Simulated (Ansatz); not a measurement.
# InSb2N: relaxing a made-up structure, part 2 of 2

This structure for InSb2N is made up. Its elements were placed in a known structure type with a cell scaled to their sizes. What cell does the guess relax to, and how far off was it?

Ansatz 0.2.0; DFT, r2SCAN, plane-wave PAW, files of the set soft_1, scalar-relativistic, no spin, cell and ions relaxed at zero pressure; PAW set soft_1 (the session's first sound run).

So far: Starting point; Relaxing cell and atoms. The relaxed cell has a = 3.288, c = 17.951 Å (conventional setting).

## (3) Electronic structure of the relaxed cell

A second self-consistent run takes a narrower smearing and the mesh shown in its input; the bands follow along the standard path of the relaxed lattice.

This step: DFT, r2SCAN, plane-wave PAW, files of the set soft_1, scalar-relativistic, no spin, bands and density of states at the relaxed cell; PAW set soft_1 (Ansatz 0.2.0).

The input, input.yaml:

```yaml
crystal:
  lattice:
    - [3.2878010747, 0.0, 0.0]
    - [-1.6439005374, 2.8473192533, 0.0]
    - [0.0, 0.0, 17.9508136637]
  atoms:
    - { symbol: Sb, position: [0.6666666667, 0.3333333333, 0.5870355968] }
    - { symbol: Sb, position: [0.3333333333, 0.6666666667, 0.4129644032] }
    - { symbol: Sb, position: [0.3333333333, 0.6666666667, 0.0870355968] }
    - { symbol: Sb, position: [0.6666666667, 0.3333333333, 0.9129644032] }
    - { symbol: In, position: [0.3333333333, 0.6666666667, 0.75] }
    - { symbol: In, position: [0.6666666667, 0.3333333333, 0.25] }
    - { symbol: "N", position: [0.0, 0.0, 0.5] }
    - { symbol: "N", position: [0.0, 0.0, 0.0] }
kpoints:
  mp_grid: { grid: [12, 12, 2] }
  band_path:
    path:
      - [[0.0, 0.0, 0.0], [0.5, 0.0, 0.0], [0.33333333, 0.33333333, 0.0], [0.0, 0.0, 0.0], [0.0, 0.0, 0.5], [0.5, 0.0, 0.5], [0.33333333, 0.33333333, 0.5], [0.0, 0.0, 0.5]]
      - [[0.5, 0.0, 0.5], [0.5, 0.0, 0.0]]
      - [[0.33333333, 0.33333333, 0.0], [0.33333333, 0.33333333, 0.5]]
    npoints: 8
scf:
  occupations: { method: fermi_dirac, width: 0.03 }
  n_extra_bands: 12
hamiltonian:
  xc: r2scan
  pseudopotentials: { kind: paw, azcp: { folder: soft_1 } }
output:
  forces: true
  stress: true
  write_bands: true
  dos: { projected: true }
  write_density: true
  write_potential: true
  elf: true
  volumetric_format: npy
```

Command:

```console
> ansatz run input.yaml --threads 4 --pin off --max-ram 10240MiB --backend cpu --events-out ev --progress --plain --runs-dir out
```

Numbers of over 12 decimals in the logs are rounded to 6 here.

Output:

```text
[...]
Crystal: 8 atoms, lattice volume = 168.045 Å³
Basis set: ecut = 500 eV, 4187 PW (Γ), exchange–correlation on 96×96×540 points (64 copies of the dense FFT grid, shifted against one another)
Bands: 60, of which v1, the nominal top of the filled ones, is band 48 counted from 1 (47 counted from 0)
Symmetry: 24 space group operations
[...]
k-points: 38 of 288
[...]
SCF iter   1: F=—  HF=-37986.182823 eV  |F-HF|=—  |Δ(HF+E_count)|=         —  Δρ=3.11e-2  dr2=1.05e1  dr2_τ=3.93e-2  ethr=3.10e-3  ⟨swp⟩=6.4  Hψ=9112  notcnv=0  defer=5
[...]
SCF iter  10: F=-37985.036745 eV  HF=-37985.036745 eV  |F-HF|=2.97e-9  |Δ(HF+E_count)|=   1.67e-8  Δρ=2.94e-6  dr2=3.53e-8  dr2_τ=1.70e-10  ethr=1.04e-10  ⟨swp⟩=14.7  Hψ=17868  notcnv=0
SCF 1 converged in 10 iterations: F = -37985.036745 eV  dr2 = 3.53e-8
[...]
NSCF: frozen V_eff on 75 k-points
SCF converged after 10 iterations
Free energy (F): -37985.036745 eV
[...]
Internal energy: -37985.030728 eV  (E = F + TS)
E sigma→0 (E₀):  -37985.033736 eV
Entropy (-TS):   -0.006018 eV (-0.752 meV/atom)
Fermi energy:    11.832303 eV
[...]
--- Forces (eV/Å), atoms counted from 1 ---
  atom   1  Sb     0.00000000     0.00000000    -0.06626676
  atom   2  Sb    -0.00000000    -0.00000000     0.06626676
  atom   3  Sb    -0.00000000    -0.00000000    -0.06626676
  atom   4  Sb     0.00000000     0.00000000     0.06626676
  atom   5  In    -0.00000000     0.00000000     0.00000000
  atom   6  In    -0.00000000    -0.00000000     0.00000000
  atom   7  N      0.00000000     0.00000000    -0.00000000
  atom   8  N      0.00000000     0.00000000     0.00000000
  max |Σ_I F_I| component: 7.40e-17 eV/Å
--- Stress (GPa, compression-positive) ---
       -0.234347       0.000000       0.000000
        0.000000      -0.234347       0.000000
        0.000000       0.000000       0.091326
  P = ⅓ Tr σ = -0.1258 GPa (-1.258 kbar)
--- Band table (eV; the first three rows and the last of 38) ---
  k-point 0: bands = [... 44 lower, 9.5987, 11.8917, 13.0453, 15.1701, 15.8044, 16.3428, 16.3428, 16.3689, ... 8 higher]
  k-point 1: bands = [... 44 lower, 10.8872, 10.8872, 14.0084, 14.0084, 16.3557, 16.3557, 16.3557, 16.3557, ... 8 higher]
  k-point 2: bands = [... 44 lower, 10.4013, 12.3799, 12.9288, 14.9277, 15.3867, 15.6047, 16.2226, 16.2678, ... 8 higher]
  k-point 37: bands = [... 44 lower, 9.5324, 9.5324, 9.8481, 9.8481, 11.3579, 11.3579, 11.7093, 11.7093, ... 8 higher]
```

It took 19 s on 4 threads of Intel Xeon 6975P-C (Granite Rapids), shared host; peak memory 1.2 GiB; 71 s of CPU time.

Numbers from this step:

```
free energy             : -37985.0367 eV
energy at zero smearing : -37985.0337 eV
smearing term TS        : 0.006018 eV
Fermi energy            : 11.83 eV
pressure                : -0.1258 GPa
```

bands.tsv at the labelled points (eV, zero at the Fermi level; the bands that come nearest the Fermi level along the path):

```
point  band 46  band 47  band 48  band 49  band 50  band 51  band 52  band 53
    Γ     0.06     1.21     3.34     3.97     4.51     4.51     4.54     4.54
    M    -2.83    -1.72    -1.12    -0.63     0.19     0.78     2.03     2.05
    K    -1.95    -1.95    -1.62    -0.99    -0.99    -0.79     0.68     0.68
    Γ     0.06     1.21     3.34     3.97     4.51     4.51     4.54     4.54
    A    -0.95     2.18     2.18     4.52     4.52     4.52     4.52     5.27
    L    -2.48    -2.00    -2.00     0.14     0.14     1.17     1.17     2.10
    H    -2.30    -1.98    -1.98    -0.47    -0.47    -0.12    -0.12     0.21
    A    -0.95     2.18     2.18     4.52     4.52     4.52     4.52     5.27
    L    -2.48    -2.00    -2.00     0.14     0.14     1.17     1.17     2.10
    M    -2.83    -1.72    -1.12    -0.63     0.19     0.78     2.03     2.05
    K    -1.95    -1.95    -1.62    -0.99    -0.99    -0.79     0.68     0.68
    H    -2.30    -1.98    -1.98    -0.47    -0.47    -0.12    -0.12     0.21
```

States per cell as run, both spins, in windows of 1 eV, from dos.tsv (zero at the Fermi level):

| from | to | total |
| --- | --- | --- |
| -8 | -7 | 0.53 |
| -7 | -6 | 3.24 |
| -6 | -5 | 2.43 |
| -5 | -4 | 4.01 |
| -4 | -3 | 4.64 |
| -3 | -2 | 3.05 |
| -2 | -1 | 2.32 |
| -1 | 0 | 3.68 |
| 0 | 1 | 3.11 |
| 1 | 2 | 4.20 |
| 2 | 3 | 4.61 |

A further 72.0 states lie below the table's range.

Force by atom:

| atom | x (eV/Å) | y (eV/Å) | z (eV/Å) | size |
| --- | --- | --- | --- | --- |
| Sb1 | 0.0000 | 0.0000 | -0.0663 | 0.0663 |
| Sb2 | 0.0000 | 0.0000 | 0.0663 | 0.0663 |
| Sb3 | 0.0000 | 0.0000 | -0.0663 | 0.0663 |
| Sb4 | 0.0000 | 0.0000 | 0.0663 | 0.0663 |
| In5 | 0.0000 | 0.0000 | 0.0000 | 0.0000 |
| In6 | 0.0000 | 0.0000 | 0.0000 | 0.0000 |
| N7 | 0.0000 | 0.0000 | 0.0000 | 0.0000 |
| N8 | 0.0000 | 0.0000 | 0.0000 | 0.0000 |

Valence density in the ac plane at fractional y = 0.333, with atoms of Sb and In within 0.2 Å of it. It is the smooth field of the valence electrons, not physical close to the nuclei.

Ten steps, logarithmic in the rise over the least value, from '0' (0 e/Å³) to '9' (11 e/Å³), each cell a mean:
```
22222222223333222
21111224679998753
21111224578998753
10000011222332211
01111100000000000
22333221100000111
22222211100000011
00000000000000000
10000112234444322
21111234689999753
21111223568887643
22222221111111111
22232211000000011
23333222110000112
22333222111001112
11111110000000000
00000011233443221
21101124678998753
21001123578887653
00000001112222110
11111111000000011
23333322111001112
22333221100000011
22332211000000011
```
Columns run along a (3.3 Å), rows up along c (18.0 Å). Atoms in or near the plane, at fractional coordinates: Sb at (0.67, 0.59), Sb at (0.67, 0.91), In at (0.67, 0.25).

ELF in the ac plane at fractional y = 0.333, with atoms of Sb and In within 0.2 Å of it. It is the smooth field of the valence electrons, not physical close to the nuclei.

Values, 24 rows by 14 columns, each cell a mean:
```
0.35 0.41 0.44 0.43 0.38 0.31 0.27 0.27 0.27 0.28 0.28 0.27 0.27 0.30
0.35 0.29 0.24 0.26 0.33 0.36 0.32 0.22 0.13 0.11 0.12 0.17 0.28 0.35
0.46 0.39 0.31 0.35 0.44 0.46 0.40 0.28 0.18 0.14 0.15 0.22 0.34 0.43
0.32 0.24 0.20 0.21 0.28 0.37 0.43 0.45 0.46 0.46 0.46 0.46 0.44 0.41
0.23 0.23 0.24 0.23 0.23 0.23 0.22 0.21 0.21 0.21 0.21 0.21 0.22 0.22
0.25 0.26 0.26 0.26 0.26 0.26 0.27 0.29 0.28 0.26 0.27 0.28 0.29 0.26
0.25 0.25 0.26 0.26 0.25 0.26 0.27 0.27 0.25 0.24 0.24 0.26 0.27 0.26
0.21 0.21 0.21 0.21 0.21 0.22 0.23 0.25 0.26 0.27 0.27 0.26 0.24 0.22
0.40 0.30 0.23 0.25 0.35 0.44 0.47 0.46 0.44 0.42 0.43 0.45 0.47 0.46
0.44 0.39 0.31 0.34 0.43 0.43 0.36 0.21 0.10 0.09 0.09 0.15 0.29 0.40
0.32 0.27 0.23 0.25 0.30 0.33 0.32 0.27 0.20 0.17 0.18 0.23 0.30 0.34
0.40 0.49 0.53 0.52 0.44 0.32 0.24 0.21 0.22 0.22 0.22 0.22 0.23 0.29
0.36 0.44 0.48 0.47 0.40 0.28 0.17 0.10 0.06 0.05 0.05 0.08 0.13 0.23
0.36 0.36 0.35 0.35 0.35 0.35 0.33 0.28 0.21 0.18 0.19 0.24 0.31 0.35
0.46 0.45 0.44 0.45 0.46 0.46 0.45 0.40 0.34 0.30 0.31 0.36 0.43 0.47
0.34 0.36 0.37 0.37 0.35 0.32 0.29 0.26 0.24 0.24 0.24 0.25 0.27 0.30
0.23 0.21 0.19 0.20 0.22 0.23 0.24 0.25 0.25 0.25 0.25 0.25 0.24 0.24
0.25 0.29 0.31 0.30 0.27 0.26 0.25 0.16 0.07 0.04 0.05 0.11 0.21 0.26
0.26 0.28 0.29 0.29 0.27 0.25 0.25 0.20 0.13 0.10 0.11 0.17 0.24 0.26
0.21 0.20 0.19 0.19 0.21 0.22 0.23 0.23 0.24 0.24 0.24 0.24 0.23 0.22
0.42 0.44 0.44 0.44 0.43 0.39 0.35 0.30 0.27 0.25 0.25 0.28 0.32 0.37
0.44 0.43 0.42 0.42 0.43 0.45 0.44 0.40 0.33 0.29 0.30 0.36 0.42 0.45
0.33 0.34 0.35 0.35 0.34 0.31 0.27 0.21 0.15 0.12 0.13 0.18 0.24 0.30
0.40 0.50 0.55 0.54 0.45 0.31 0.18 0.10 0.07 0.06 0.06 0.08 0.14 0.25
```
Columns run along a (3.3 Å), rows up along c (18.0 Å). Atoms in or near the plane, at fractional coordinates: Sb at (0.67, 0.59), Sb at (0.67, 0.91), In at (0.67, 0.25).

Electrostatic potential energy in the ac plane at fractional y = 0.333, with atoms of Sb and In within 0.2 Å of it. With pseudopotentials it is smooth inside the atoms' cores, unlike the true potential.

Values in eV, 24 rows by 14 columns, each cell a mean:
```
 12  13  13  13  12  11   8   3  -1  -3  -2   1   6   9
  5  10  12  11   8  -2 -16 -25 -28 -29 -28 -27 -22  -9
  6  10  12  12   9   0 -14 -23 -27 -28 -27 -26 -20  -7
 13  13  14  14  13  12   9   6   3   1   1   4   8  11
 12  11  11  11  12  12  13  13  14  14  14  14  13  13
  5   1  -1  -1   3   7  10  12  13  14  14  13  11   9
  7   4   2   3   5   9  11  12  13  14  14  13  12  10
 13  13  12  12  13  13  13  13  13  13  13  13  13  13
 11  13  14  13  12  10   5  -1  -6  -9  -8  -4   2   7
  4  10  12  11   8  -3 -18 -27 -29 -29 -29 -28 -24 -11
  7  11  12  12   9   2 -10 -20 -25 -26 -26 -23 -15  -4
 13  13  13  13  13  12  11   9   7   5   6   8  10  12
 12  11  10  10  11  12  13  13  14  14  14  14  13  13
  4  -1  -3  -3   1   6   9  11  13  13  13  12  11   8
  5   0  -2  -2   2   7  10  12  13  14  13  13  11   9
 12  12  11  11  12  13  13  13  14  14  14  14  13  13
 12  13  14  14  13  11   8   3  -1  -3  -2   1   6  10
  7  11  12  12   9   1 -13 -22 -25 -26 -26 -24 -19  -6
  8  12  13  12  10   3  -8 -17 -22 -24 -23 -20 -13  -2
 13  14  14  14  13  12  11   9   7   5   6   8  10  12
 11  10   9   9  10  12  13  13  14  14  14  14  13  12
  3  -3  -6  -5  -1   5   9  11  13  13  13  12  11   8
  6   3   1   1   4   8  10  12  13  13  13  13  11   9
 12  12  11  11  12  13  13  13  13  13  13  13  13  13
```
Columns run along a (3.3 Å; values clipped at the 3rd and 97th percentile), rows up along c (18.0 Å). Atoms in or near the plane, at fractional coordinates: Sb at (0.67, 0.59), Sb at (0.67, 0.91), In at (0.67, 0.25).

## (4) Results

| Item | Value |
| --- | --- |
| space group, relaxed | P6_3/mmc |
| conventional cell | a = 3.288, b = 3.288, c = 17.951 Å; α = 90.0°, β = 90.0°, γ = 120.0° |
| volume per atom | 21.01 Å³ (guess 20.24) |

In words: InSb2N relaxes to P6_3/mmc with a = 3.288, b = 3.288 and c = 17.951 Å. The guessed volume was 4 % too small. The space group P6_3/mmc was held in the relaxation, so the end point is a stationary structure within it and may be a saddle against distortions or other arrangements. Bands cross the Fermi level, so it is a metal or semimetal at this level. On the 12×12×2 mesh with the narrower smearing (relaxed on 9×9×2) the largest force component is 0.066 eV/Å and the largest stress component is 0.234 GPa, against the relaxation's thresholds of 0.015 eV/Å and 0.05 GPa. The cutoff wasn't tested. A vector of the cell changed its length by 15 %, more than the volume shows. Spin-orbit coupling is left out, which can matter for elements this heavy. No dispersion term is used, so weakly bound directions may come out too long. Nothing here tests whether the compound is stable against decomposition.

[Logs are printed without paths, hosts, clocks, repeated set-up lines and the standing remarks that a program may print on its own settings, such as how far it seeks lower states.]

[Hosts, paths, dates, database ids (printed as entryN), source tags and the programs' standing remarks are cut or masked in the printed files.]
